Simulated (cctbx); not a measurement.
# Occupancies in SrCdN2O7

Cell a = 5.6390 Å, b = 7.1350 Å, c = 7.4490 Å, α = 100.74°, β = 90.01°, γ = 97.14°; space group P-1 (no. 2); nominal formula SrCdN2O7.

The data are simulated with cctbx, not measured: synchrotron X-rays, λ = 0.6889 Å, to d = 0.75 Å, 50 % of the full sphere, strongest reflection 70000 counts, noise from counting, a 6 % proportional error and a noise floor of 4 counts (s.d.); no absorption.

With every site full:

```text
Rint 0.038, 1068 unique reflections to 0.75 A
cycle     R1     wR2    GooF  max shift (A)
   1  0.1216  0.4045   6.648   0.00534
   3  0.0241  0.0618   1.016   0.00000
final R1 0.0241 wR2 0.0618 GooF 1.016  parameters 99  data/parameter 10.8
atom        x        y        z      Ueq    occ   su(xyz)  su(Uiso or U11)
Cd1    0.68706  0.16382  0.39645   0.0163  1.000  0.00004  0.0002
Sr1    0.30976  0.72615  0.07441   0.0087  1.000  0.00004  0.0002
O1     0.92986  0.10202  0.16892   0.0185  1.000  0.00044  0.0011
O2     0.71717  0.45220  0.26875   0.0249  1.000  0.00050  0.0013
O3     0.40440  0.17694  0.60406   0.0163  1.000  0.00044  0.0011
O4     0.41406  0.09409  0.17401   0.0187  1.000  0.00044  0.0010
O5     0.21673  0.38846  0.38956   0.0214  1.000  0.00044  0.0011
O6     0.22191  0.34860  0.03312   0.0171  1.000  0.00043  0.0011
O7     0.05913  0.76561  0.36964   0.0151  1.000  0.00044  0.0011
N2     0.20530  0.32295  0.59786   0.0201  1.000  0.00051  0.0013
N3     0.18878  0.23297  0.19317   0.0147  1.000  0.00044  0.0012
difference map: max 0.75 min -0.61 rms 0.17
Q1    0.2674  0.7546  0.2058    2    0.78  1.00 A from Sr1
Q2    0.1721  0.1852  0.1795    2    0.72  0.34 A from N3
Q3    0.2709  0.4796  0.6190    2    0.63  0.88 A from O2
Q4    0.1899  0.2773  0.1806    2    0.58  0.35 A from N3
Q5    0.0938  0.7241  0.5903    2    0.57  1.38 A from Cd1
Q6    0.2026  0.2792  0.6858    2    0.57  0.78 A from N2
```

With the occupancies of the suspect sites free, each still typed as its main element:

```text
Rint 0.038, 1068 unique reflections to 0.75 A
cycle     R1     wR2    GooF  max shift (A)
   1  0.1421  0.4258   7.004   0.00104
  13  0.0231  0.0589   0.969   0.00006
final R1 0.0231 wR2 0.0589 GooF 0.968  parameters 101  data/parameter 10.6
atom        x        y        z      Ueq    occ   su(xyz)  su(Uiso or U11)
Cd1    0.68707  0.16382  0.39646   0.0163  1.000  0.00004  0.0002
Sr1    0.30975  0.72616  0.07441   0.0087  1.000  0.00004  0.0002
O1     0.92977  0.10209  0.16897   0.0185  1.000  0.00042  0.0010
O2     0.71726  0.45213  0.26877   0.0250  1.000  0.00047  0.0012
O3     0.40456  0.17699  0.60403   0.0165  1.000  0.00042  0.0011
O4     0.41416  0.09397  0.17391   0.0187  1.000  0.00042  0.0010
O5     0.21664  0.38847  0.38962   0.0176  0.928  0.00042  0.0012
O6     0.22188  0.34867  0.03315   0.0172  1.000  0.00041  0.0010
O7     0.05900  0.76574  0.36969   0.0152  1.000  0.00042  0.0010
N2     0.20522  0.32305  0.59799   0.0202  1.000  0.00049  0.0012
N3     0.18866  0.23289  0.19306   0.0180  1.075  0.00042  0.0013
su of occupancy O5: 0.011
su of occupancy N3: 0.015
difference map: max 0.72 min -0.60 rms 0.16
Q1    0.2670  0.7545  0.2055    2    0.75  1.00 A from Sr1
Q2    0.2685  0.4792  0.6176    2    0.61  0.89 A from O2
Q3    0.2037  0.2819  0.6804    2    0.56  0.73 A from N2
Q4    0.0881  0.7249  0.5896    2    0.55  1.40 A from Cd1
Q5    0.0722  0.7550  0.0569    2    0.55  1.39 A from Sr1
Q6    0.1419  0.2327  0.0563    2    0.54  0.94 A from O6
```

**Question.** What is the disorder?

X-rays count electrons. O5 refines to 0.928(0.011), or 7.4 electrons; the site truly holds 0.6 O and 0.4 N, 7.6 electrons, which is 0.950 of O; N3 refines to 1.075(0.015), or 7.5 electrons; the site truly holds 0.6 N and 0.4 O, 7.4 electrons, which is 1.057 of N. A value under 1 can't tell vacancies from a lighter guest, and one over 1 needs a heavier guest; chemistry or a second radiation must settle which. Occupancy correlates with U and the scale, and the two elements' form factors differ in shape, so the match is approximate.

Freeing them takes R1 from 0.0241 to 0.0231 and GooF from 1.02 to 0.97.

This is a model crystal, built by substitution and not relaxed, with assumed displacement parameters.

[Middle refinement cycles are left out of these outputs.]

[Logs are printed without paths, hosts, clocks, repeated set-up lines and the standing remarks that a program may print on its own settings, such as how far it seeks lower states.]
